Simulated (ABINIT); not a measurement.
# KSrH3 (Pm-3m): from the cell to the phonon bands

How does KSrH3 (Pm-3m) vibrate, and is this structure a minimum?

Program: ABINIT 10.8.3. Level of theory: DFT PBEsol, scalar-relativistic, plane waves, PseudoDojo norm-conserving pseudopotentials. Results are calculated unless marked as measured.

The structure was built from a prototype and need not be the compound's stable phase.

### 1. The structure

The structure is cubic, space group Pm-3m (No. 221). The conventional cell has a = 4.959 Å, b = 4.959 Å, c = 4.959 Å, α = 90.00°, β = 90.00°, γ = 90.00°. K has 12 H at 3.51 Å nearest. Nearest to Sr lie 6 H at 2.48 Å. Nearest to H lie 2 Sr at 2.48 Å. Farther neighbours are not listed.

As a file:

```cif
data_structure
_symmetry_space_group_name_H-M 'Pm-3m'
_symmetry_Int_Tables_number 221
_cell_length_a 4.9588
_cell_length_b 4.9588
_cell_length_c 4.9588
_cell_angle_alpha 90.000
_cell_angle_beta 90.000
_cell_angle_gamma 90.000
_cell_volume 121.94
loop_
_atom_site_label
_atom_site_type_symbol
_atom_site_symmetry_multiplicity
_atom_site_Wyckoff_symbol
_atom_site_fract_x
_atom_site_fract_y
_atom_site_fract_z
_atom_site_occupancy
K1 K 1 a 0.00000 0.00000 0.00000 1
Sr1 Sr 1 b 0.50000 0.50000 0.50000 1
H1 H 3 c 0.50000 0.50000 0.00000 1
```

### 2. A probe with smearing

A first run with smearing and empty bands tells whether the crystal has a gap, which decides between fixed occupations and smearing later on.

probe.abi

```
# ground state
tolvrs 1.0d-08
prtden 1
prtwf 1

# basis, mesh and filling
ecut 33.0
ngkpt 4 4 4
nshiftk 1
shiftk 0.0 0.0 0.0
istwfk *1
occopt 7
tsmear 0.005
nband 18
nstep 100
diemac 9.0
prtebands 0
prtgsr 0
useylm 1

# cell and atoms
acell 3*1.0 Angstrom
rprim 
    4.9588 0.0 0.0
    0.0 4.9588 0.0
    0.0 0.0 4.9588
ntypat 3
znucl 19 38 1
natom 5
typat 1 2 3 3 3
xred 
    0.0 0.0 0.0
    0.5 0.5 0.5
    0.5 0.5 0.0
    0.5 0.0 0.5
    0.0 0.5 0.5
pp_dirpath "./pseudo"
pseudos "K.upf, Sr.upf, H.upf"
```

Command:

```bash
> OMP_NUM_THREADS=1 mpirun -n 4 abinit probe.abi > probe.log
```

Numbers of over 12 decimals in the logs are rounded to 6 here.

probe.abo, the main output file:

```text
[banners, grids, parts of the stress and lines that vanish by symmetry left out]
- input  file    -> probe.abi
- output file    -> probe.abo
- root for input  files -> probei
[...]
Symmetries : space group Pm -3 m (#221); Bravais cP (primitive cubic)
[...]
mpw =        7568          nfft =      125000          nkpt =          10
[...]
== DATASET  1 ==================================================================
[...]
cutoff_energies: {ecut:  33.0, pawecutdg:  -1.0, }
[...]
ETOT  1  -65.913014850519    -6.591E+01 3.539E-02 3.149E+02
 ETOT  2  -65.969755883641    -5.674E-02 2.717E-03 2.935E+01
 ETOT  3  -65.971050959997    -1.295E-03 1.103E-03 6.340E+00
 ETOT  4  -65.971253152815    -2.022E-04 1.383E-03 3.399E-01
 ETOT  5  -65.971266160577    -1.301E-05 3.642E-04 9.251E-03
 ETOT  6  -65.971266521499    -3.609E-07 3.005E-04 5.571E-04
 ETOT  7  -65.971266534818    -1.332E-08 1.249E-04 3.176E-05
 ETOT  8  -65.971266536665    -1.846E-09 2.872E-04 5.066E-07
 ETOT  9  -65.971266536717    -5.232E-11 1.092E-04 7.964E-09
 At SCF step    9       vres2   =  7.96E-09 < tolvrs=  1.00E-08 =>converged.
[...]
sigma(1 1)=  8.36678849E-05  sigma(3 2)=  0.00000000E+00
  sigma(2 2)=  8.36678849E-05  sigma(3 1)=  0.00000000E+00
  sigma(3 3)=  8.36678849E-05  sigma(2 1)=  0.00000000E+00
[...]
convergence: {deltae: -5.232E-11, res2:  7.964E-09, residm:  1.092E-04, diffor: null, }
etotal    :  -6.59712665E+01
[...]
sigma(1 1)=  8.36678849E-05  sigma(3 2)=  0.00000000E+00
  sigma(2 2)=  8.36678849E-05  sigma(3 1)=  0.00000000E+00
  sigma(3 3)=  8.36678849E-05  sigma(2 1)=  0.00000000E+00
[...]
- sigma(1 1)=  2.46159416E+00  sigma(3 2)=  0.00000000E+00
- sigma(2 2)=  2.46159416E+00  sigma(3 1)=  0.00000000E+00
- sigma(3 3)=  2.46159416E+00  sigma(2 1)=  0.00000000E+00
[...]
fcart     -0.0000000000E+00 -0.0000000000E+00 -0.0000000000E+00
           strten      8.3667884922E-05  8.3667884922E-05  8.3667884922E-05
================================================================================

[key lines of the parts left out:]
pressure_GPa:  -2.4616E+00
```

Elapsed: 12 s, on 4 MPI ranks of Arm Neoverse V2, shared host; 49 s of CPU time.

This step gave:

| Quantity | Value |
| --- | --- |
| volume per atom | 24.39 Å³ |
| pressure | -2.462 GPa |
| gap on the k-mesh | 2.644 eV |

A gap of 2.6 eV opens on this mesh, so the crystal is taken as an insulator; the printed pressure holds the stress of the finite basis too.

### 3. Rough relaxation

The typed start is rough, so a first relaxation with smearing and loose thresholds takes it towards rest cheaply.

prerelax.abi

```
# relaxation
ionmov 2
optcell 2
dilatmx 1.15
chkdilatmx 0
ntime 40
tolmxf 3.0d-04
tolvrs 1.0d-10
prtwf 0
prtden 0
chksymtnons 0

# basis, mesh and filling
ecut 33.0
ecutsm 3.0
ngkpt 4 4 4
nshiftk 1
shiftk 0.0 0.0 0.0
istwfk *1
occopt 7
tsmear 0.005
nband 18
nstep 100
diemac 9.0
prtebands 0
prtgsr 0
useylm 1

# cell and atoms
acell 3*1.0 Angstrom
rprim 
    4.9588 0.0 0.0
    0.0 4.9588 0.0
    0.0 0.0 4.9588
ntypat 3
znucl 19 38 1
natom 5
typat 1 2 3 3 3
xred 
    0.0 0.0 0.0
    0.5 0.5 0.5
    0.5 0.5 0.0
    0.5 0.0 0.5
    0.0 0.5 0.5
pp_dirpath "./pseudo"
pseudos "K.upf, Sr.upf, H.upf"
```

Command:

```bash
> OMP_NUM_THREADS=1 mpirun -n 4 abinit prerelax.abi > prerelax.log
```

prerelax.abo, the main output file:

```text
[banners, grids, parts of the stress and lines that vanish by symmetry left out]
- input  file    -> prerelax.abi
- output file    -> prerelax.abo
- root for input  files -> prerelaxi
[...]
Symmetries : space group Pm -3 m (#221); Bravais cP (primitive cubic)
[...]
mpw =       11363          nfft =      216000          nkpt =          10
[...]
== DATASET  1 ==================================================================
[...]
cutoff_energies: {ecut:  33.0, pawecutdg:  -1.0, }
[...]
ETOT  1  -65.915223469292    -6.592E+01 2.872E-02 5.373E+02
 ETOT  2  -65.969669719730    -5.445E-02 7.354E-03 5.001E+01
 ETOT  3  -65.970921266909    -1.252E-03 3.736E-04 1.095E+01
 ETOT  4  -65.971126033209    -2.048E-04 2.370E-03 5.710E-01
 ETOT  5  -65.971138644936    -1.261E-05 5.353E-04 1.427E-02
[...]
At SCF step   11       vres2   =  2.60E-11 < tolvrs=  1.00E-10 =>converged.
[...]
ETOT 10  -65.976360626042     3.993E-12 1.888E-04 1.562E-11
 At SCF step   10       vres2   =  1.56E-11 < tolvrs=  1.00E-10 =>converged.
[...]
sigma(1 1)=  2.95819718E-06  sigma(3 2)=  0.00000000E+00
  sigma(2 2)=  2.95819718E-06  sigma(3 1)=  0.00000000E+00
  sigma(3 3)=  2.95819718E-06  sigma(2 1)=  0.00000000E+00
[...]
convergence: {deltae:  3.993E-12, res2:  1.562E-11, residm:  1.888E-04, diffor: null, }
etotal    :  -6.59763606E+01
[...]
At Broyd/MD step   4, gradients are converged :
[...]
sigma(1 1)=  2.95819718E-06  sigma(3 2)=  0.00000000E+00
  sigma(2 2)=  2.95819718E-06  sigma(3 1)=  0.00000000E+00
  sigma(3 3)=  2.95819718E-06  sigma(2 1)=  0.00000000E+00
[...]
- sigma(1 1)=  8.70331659E-02  sigma(3 2)=  0.00000000E+00
- sigma(2 2)=  8.70331659E-02  sigma(3 1)=  0.00000000E+00
- sigma(3 3)=  8.70331659E-02  sigma(2 1)=  0.00000000E+00
[...]
fcart     -0.0000000000E+00 -0.0000000000E+00 -0.0000000000E+00
           strten      2.9581971828E-06  2.9581971828E-06  2.9581971828E-06
================================================================================

[key lines of the parts left out:]
pressure_GPa:  -8.7033E-02
Total energy (etotal) [Ha]= -6.59763606260418E+01
```

It took 72 s on 4 MPI ranks; 4.8 min of CPU time.

Relaxation path:

```csv
step,energy less that of the first step (eV),largest force (eV/Å),volume (Å³)
1,0.0000,0.0000,121.94
2,-0.0133,0.0000,121.04
3,-0.1374,0.0000,102.45
4,-0.1421,0.0000,105.56
```

```csv
"conventional cell, symmetrised",before,after,change
a (Å),4.959,4.726,-4.7 %
b (Å),4.959,4.726,-4.7 %
c (Å),4.959,4.726,-4.7 %
volume (Å³/atom),24.39,21.11,-13.4 %
```

Final coordinates:

```xyz
5
Lattice="4.7261 0.0000 0.0000 0.0000 4.7261 0.0000 0.0000 0.0000 4.7261" Properties=species:S:1:pos:R:3 pbc="T T T"
K     0.0000    0.0000    0.0000
Sr    2.3631    2.3631    2.3631
H     2.3631    2.3631    0.0000
H     2.3631    0.0000    2.3631
H     0.0000    2.3631    2.3631
```

Read from the output:

| Property | Result |
| --- | --- |
| volume per atom | 21.11 Å³ |
| pressure | -0.08703 GPa |
| gap on the k-mesh | 2.530 eV |

The volume changes by -13.4 % in this run and stands -13.4 % from the first cell.

### 4. Rough relaxation

The cell changed much, so the rough relaxation is repeated on a basis made for the new cell.

prerelax.abi, as its differences from that of step 3:

```diff
@@ -31,5 +31,5 @@
 rprim 
-    4.9588 0.0 0.0
-    0.0 4.9588 0.0
-    0.0 0.0 4.9588
+    4.726112193 0.0 0.0
+    0.0 4.726112193 0.0
+    0.0 0.0 4.726112193
 ntypat 3
```

prerelax.abo, the main output file:

```text
[banners, grids, parts of the stress and lines that vanish by symmetry left out]
- input  file    -> prerelax.abi
- output file    -> prerelax.abo
- root for input  files -> prerelaxi
[...]
Symmetries : space group Pm -3 m (#221); Bravais cP (primitive cubic)
[...]
mpw =        9890          nfft =      157464          nkpt =          10
[...]
== DATASET  1 ==================================================================
[...]
cutoff_energies: {ecut:  33.0, pawecutdg:  -1.0, }
[...]
ETOT  1  -65.921277555828    -6.592E+01 4.667E-02 4.482E+02
 ETOT  2  -65.975096264812    -5.382E-02 6.747E-03 3.568E+01
 ETOT  3  -65.976155419560    -1.059E-03 2.054E-03 7.262E+00
 ETOT  4  -65.976353751099    -1.983E-04 2.912E-03 2.202E-01
 ETOT  5  -65.976360529964    -6.779E-06 2.375E-04 3.307E-03
[...]
ETOT 10  -65.976360617815     4.945E-12 2.390E-04 1.130E-10
 ETOT 11  -65.976360617808     7.574E-12 8.286E-05 3.213E-12
 At SCF step   11       vres2   =  3.21E-12 < tolvrs=  1.00E-10 =>converged.
[...]
sigma(1 1)=  2.95828170E-06  sigma(3 2)=  0.00000000E+00
  sigma(2 2)=  2.95828170E-06  sigma(3 1)=  0.00000000E+00
  sigma(3 3)=  2.95828170E-06  sigma(2 1)=  0.00000000E+00
[...]
convergence: {deltae:  7.574E-12, res2:  3.213E-12, residm:  8.286E-05, diffor: null, }
etotal    :  -6.59763606E+01
[...]
At Broyd/MD step   1, gradients are converged :
[...]
sigma(1 1)=  2.95828170E-06  sigma(3 2)=  0.00000000E+00
  sigma(2 2)=  2.95828170E-06  sigma(3 1)=  0.00000000E+00
  sigma(3 3)=  2.95828170E-06  sigma(2 1)=  0.00000000E+00
[...]
- sigma(1 1)=  8.70356526E-02  sigma(3 2)=  0.00000000E+00
- sigma(2 2)=  8.70356526E-02  sigma(3 1)=  0.00000000E+00
- sigma(3 3)=  8.70356526E-02  sigma(2 1)=  0.00000000E+00
[...]
fcart     -0.0000000000E+00 -0.0000000000E+00 -0.0000000000E+00
           strten      2.9582817021E-06  2.9582817021E-06  2.9582817021E-06
================================================================================

[key lines of the parts left out:]
pressure_GPa:  -8.7036E-02
Total energy (etotal) [Ha]= -6.59763606178079E+01
```

Elapsed: 18 s, on 4 MPI ranks.

Little changed from the start: no atom moved by 0.005 Å and no cell edge by 0.1 %.

Read from the output:

```yaml
pressure: -0.08704 GPa
```

The volume changes by +0.0 % in this run and stands -13.4 % from the first cell.

### 5. Relaxing the cell and atoms

The harmonic expansion needs vanishing forces, and a free crystal bears no stress, so cell and atoms are brought to rest. Stress is more sensitive to the basis than forces are: the last 3 Ha under the cutoff are smoothed with ecutsm, and the cutoff is raised above that of the later runs.

relax.abi

```
# relaxation
ionmov 2
optcell 2
dilatmx 1.08
ntime 40
tolmxf 1.0d-05
tolvrs 1.0d-14
prtwf 0
prtden 0
chksymtnons 0

# basis, mesh and filling
ecut 41.0
ecutsm 3.0
ngkpt 4 4 4
nshiftk 1
shiftk 0.0 0.0 0.0
istwfk *1
occopt 1
nband 11
nstep 100
diemac 9.0
prtebands 0
prtgsr 0
useylm 1

# cell and atoms
acell 3*1.0 Angstrom
rprim 
    4.726112196 0.0 0.0
    0.0 4.726112196 0.0
    0.0 0.0 4.726112196
ntypat 3
znucl 19 38 1
natom 5
typat 1 2 3 3 3
xred 
    0.0 0.0 0.0
    0.5 0.5 0.5
    0.5 0.5 0.0
    0.5 0.0 0.5
    0.0 0.5 0.5
pp_dirpath "./pseudo"
pseudos "K.upf, Sr.upf, H.upf"
```

Command:

```bash
> OMP_NUM_THREADS=1 mpirun -n 4 abinit relax.abi > relax.log
```

relax.abo, the main output file:

```text
[banners, grids, parts of the stress and lines that vanish by symmetry left out]
- input  file    -> relax.abi
- output file    -> relax.abo
- root for input  files -> relaxi
[...]
Symmetries : space group Pm -3 m (#221); Bravais cP (primitive cubic)
[...]
mpw =       11296          nfft =      216000          nkpt =          10
[...]
== DATASET  1 ==================================================================
[...]
cutoff_energies: {ecut:  41.0, pawecutdg:  -1.0, }
[...]
ETOT  1  -65.893738515342    -6.589E+01 4.348E-02 5.526E+02
 ETOT  2  -65.975726845551    -8.199E-02 1.747E-05 4.700E+01
 ETOT  3  -65.976438273092    -7.114E-04 6.728E-06 8.495E+00
 ETOT  4  -65.976614555372    -1.763E-04 2.462E-06 2.590E-01
 ETOT  5  -65.976620195230    -5.640E-06 1.192E-07 4.112E-03
[...]
At SCF step   14       vres2   =  9.91E-17 < tolvrs=  1.00E-14 =>converged.
[...]
sigma(1 1)=  3.00914140E-06  sigma(3 2)=  0.00000000E+00
  sigma(2 2)=  3.00914140E-06  sigma(3 1)=  0.00000000E+00
  sigma(3 3)=  3.00914140E-06  sigma(2 1)=  0.00000000E+00
[...]
convergence: {deltae:  1.990E-12, res2:  9.914E-17, residm:  1.327E-20, diffor: null, }
etotal    :  -6.59766205E+01
[...]
ETOT  1  -65.976620726626    -6.598E+01 3.003E-09 5.459E-03
[...]
At SCF step   10       vres2   =  8.97E-16 < tolvrs=  1.00E-14 =>converged.
[...]
sigma(1 1)=  2.81408895E-06  sigma(3 2)=  0.00000000E+00
  sigma(2 2)=  2.81408895E-06  sigma(3 1)=  0.00000000E+00
  sigma(3 3)=  2.81408895E-06  sigma(2 1)=  0.00000000E+00
[...]
convergence: {deltae: -6.267E-12, res2:  8.975E-16, residm:  3.307E-20, diffor: null, }
etotal    :  -6.59766210E+01
[...]
ETOT  1  -65.976563465307    -6.598E+01 4.433E-06 1.125E+00
[...]
ETOT 10  -65.976624915145     2.913E-12 6.318E-18 1.641E-13
 ETOT 11  -65.976624915151    -5.571E-12 1.764E-19 1.779E-15
 At SCF step   11       vres2   =  1.78E-15 < tolvrs=  1.00E-14 =>converged.
[...]
sigma(1 1)= -1.24707789E-08  sigma(3 2)=  0.00000000E+00
  sigma(2 2)= -1.24707789E-08  sigma(3 1)=  0.00000000E+00
  sigma(3 3)= -1.24707789E-08  sigma(2 1)=  0.00000000E+00
[...]
convergence: {deltae: -5.571E-12, res2:  1.779E-15, residm:  1.764E-19, diffor: null, }
etotal    :  -6.59766249E+01
[...]
At Broyd/MD step   3, gradients are converged :
[...]
sigma(1 1)= -1.24707789E-08  sigma(3 2)=  0.00000000E+00
  sigma(2 2)= -1.24707789E-08  sigma(3 1)=  0.00000000E+00
  sigma(3 3)= -1.24707789E-08  sigma(2 1)=  0.00000000E+00
[...]
- sigma(1 1)= -3.66902984E-04  sigma(3 2)=  0.00000000E+00
- sigma(2 2)= -3.66902984E-04  sigma(3 1)=  0.00000000E+00
- sigma(3 3)= -3.66902984E-04  sigma(2 1)=  0.00000000E+00
[...]
fcart     -0.0000000000E+00 -0.0000000000E+00 -0.0000000000E+00
           strten     -1.2470778943E-08 -1.2470778942E-08 -1.2470778942E-08
================================================================================

[key lines of the parts left out:]
pressure_GPa:   3.6690E-04
Total energy (etotal) [Ha]= -6.59766249151506E+01
```

Run time: 38 s. Hardware: 4 MPI ranks.

Step by step:

```csv
step,energy less that of the first step (eV),largest force (eV/Å),volume (Å³)
1,0.0000,0.0000,105.56
2,0.0000,0.0000,105.53
3,-0.0001,0.0000,105.12
```

```csv
"conventional cell, symmetrised",before,after,change
a (Å),4.726,4.720,-0.1 %
b (Å),4.726,4.720,-0.1 %
c (Å),4.726,4.720,-0.1 %
volume (Å³/atom),21.11,21.02,-0.4 %
```

The relaxed structure:

```xyz
5
Lattice="4.7196 0.0000 0.0000 0.0000 4.7196 0.0000 0.0000 0.0000 4.7196" Properties=species:S:1:pos:R:3 pbc="T T T"
K     0.0000    0.0000    0.0000
Sr    2.3598    2.3598    2.3598
H     2.3598    2.3598    0.0000
H     2.3598    0.0000    2.3598
H     0.0000    2.3598    2.3598
```

This step gave:

| Property | Result |
| --- | --- |
| volume per atom | 21.02 Å³ |
| pressure | 3.67e-4 GPa |

The volume changes by -0.4 % in this run and stands -13.8 % from the first cell.

### 6. Self-consistent run for the response

First-order wavefunctions inherit every error of the ground state, hence the very tight tolvrs.

gs.abi

```
# ground state
tolvrs 1.0d-16
prtden 1
prtwf 1

# basis, mesh and filling
ecut 33.0
ngkpt 4 4 4
nshiftk 1
shiftk 0.0 0.0 0.0
istwfk *1
occopt 1
nband 11
nstep 100
diemac 9.0
prtebands 0
prtgsr 0
useylm 1

# cell and atoms
acell 3*1.0 Angstrom
rprim 
    4.719555796 0.0 0.0
    0.0 4.719555796 0.0
    0.0 0.0 4.719555796
ntypat 3
znucl 19 38 1
natom 5
typat 1 2 3 3 3
xred 
    0.0 0.0 0.0
    0.5 0.5 0.5
    0.5 0.5 0.0
    0.5 0.0 0.5
    0.0 0.5 0.5
pp_dirpath "./pseudo"
pseudos "K.upf, Sr.upf, H.upf"
```

Command:

```bash
> OMP_NUM_THREADS=1 mpirun -n 4 abinit gs.abi > gs.log
```

gs.abo, the main output file:

```text
[banners, grids, parts of the stress and lines that vanish by symmetry left out]
- input  file    -> gs.abi
- output file    -> gs.abo
- root for input  files -> gsi
[...]
Symmetries : space group Pm -3 m (#221); Bravais cP (primitive cubic)
[...]
mpw =        6488          nfft =      110592          nkpt =          10
[...]
== DATASET  1 ==================================================================
[...]
cutoff_energies: {ecut:  33.0, pawecutdg:  -1.0, }
[...]
ETOT  1  -65.900299380299    -6.590E+01 8.770E-02 3.122E+02
 ETOT  2  -65.975339843787    -7.504E-02 1.573E-05 2.374E+01
 ETOT  3  -65.976303279657    -9.634E-04 8.953E-06 4.683E+00
 ETOT  4  -65.976487299382    -1.840E-04 2.253E-06 1.425E-01
 ETOT  5  -65.976493631893    -6.333E-06 1.085E-07 2.116E-03
[...]
ETOT 14  -65.976493752123     4.150E-12 3.620E-21 3.844E-16
 ETOT 15  -65.976493752123     2.842E-13 4.937E-22 1.866E-18
 At SCF step   15       vres2   =  1.87E-18 < tolvrs=  1.00E-16 =>converged.
[...]
sigma(1 1)=  1.92126133E-06  sigma(3 2)=  0.00000000E+00
  sigma(2 2)=  1.92126133E-06  sigma(3 1)=  0.00000000E+00
  sigma(3 3)=  1.92126133E-06  sigma(2 1)=  0.00000000E+00
[...]
convergence: {deltae:  2.842E-13, res2:  1.866E-18, residm:  4.937E-22, diffor: null, }
etotal    :  -6.59764938E+01
[...]
sigma(1 1)=  1.92126133E-06  sigma(3 2)=  0.00000000E+00
  sigma(2 2)=  1.92126133E-06  sigma(3 1)=  0.00000000E+00
  sigma(3 3)=  1.92126133E-06  sigma(2 1)=  0.00000000E+00
[...]
- sigma(1 1)=  5.65254597E-02  sigma(3 2)=  0.00000000E+00
- sigma(2 2)=  5.65254597E-02  sigma(3 1)=  0.00000000E+00
- sigma(3 3)=  5.65254597E-02  sigma(2 1)=  0.00000000E+00
[...]
fcart     -0.0000000000E+00 -0.0000000000E+00 -0.0000000000E+00
           strten      1.9212613252E-06  1.9212613252E-06  1.9212613252E-06
================================================================================

[key lines of the parts left out:]
pressure_GPa:  -5.6525E-02
```

Elapsed: 9.4 s, on 4 MPI ranks.

Numbers from this step:

```
pressure : -0.05653 GPa
```

The cell stands at -0.057 GPa, close enough for phonons.

### 7. The gap at rest

Empty bands on the ground state's density check that the gap assumed so far is there in this cell.

gap.abi

```
# empty bands on the ground state's density
iscf -2
getden_filepath "gso_DEN"
tolwfr 1.0d-12
nbdbuf 2
prtwf 0

# basis, mesh and filling
ecut 33.0
ngkpt 4 4 4
nshiftk 1
shiftk 0.0 0.0 0.0
istwfk *1
occopt 1
nband 15
nstep 100
diemac 9.0
prtebands 0
prtgsr 0
useylm 1

# cell and atoms
acell 3*1.0 Angstrom
rprim 
    4.719555796 0.0 0.0
    0.0 4.719555796 0.0
    0.0 0.0 4.719555796
ntypat 3
znucl 19 38 1
natom 5
typat 1 2 3 3 3
xred 
    0.0 0.0 0.0
    0.5 0.5 0.5
    0.5 0.5 0.0
    0.5 0.0 0.5
    0.0 0.5 0.5
pp_dirpath "./pseudo"
pseudos "K.upf, Sr.upf, H.upf"
```

Command:

```bash
> OMP_NUM_THREADS=1 mpirun -n 4 abinit gap.abi > gap.log
```

gap.abo, the main output file:

```text
[banners, grids, parts of the stress and lines that vanish by symmetry left out]
- input  file    -> gap.abi
- output file    -> gap.abo
- root for input  files -> gapi
[...]
Symmetries : space group Pm -3 m (#221); Bravais cP (primitive cubic)
[...]
mpw =        6488          nfft =      110592          nkpt =          10
[...]
== DATASET  1 ==================================================================
[...]
cutoff_energies: {ecut:  33.0, pawecutdg:  -1.0, }
[...]
-outvars: echo values of variables after computation
            acell      1.8897261259E+00  1.8897261259E+00  1.8897261259E+00 Bohr
================================================================================
```

Elapsed: 8.2 s, on 4 MPI ranks; 32 s of CPU time.

Read from the output:

```yaml
gap_on_the_k_mesh: 2.526 eV
```

In this cell the gap on the mesh is 2.5 eV, indirect (smallest direct 2.6 eV), so fixed occupations hold.

[end of part 1 of 4]

[Host names and launcher messages were left out of these logs when they were recorded.]

[Logs are printed without paths, hosts, clocks, repeated set-up lines and the standing remarks that a program may print on its own settings, such as how far it seeks lower states.]

[Hosts, paths, dates, database ids (printed as entryN), source tags and the programs' standing remarks are cut or masked in the printed files.]
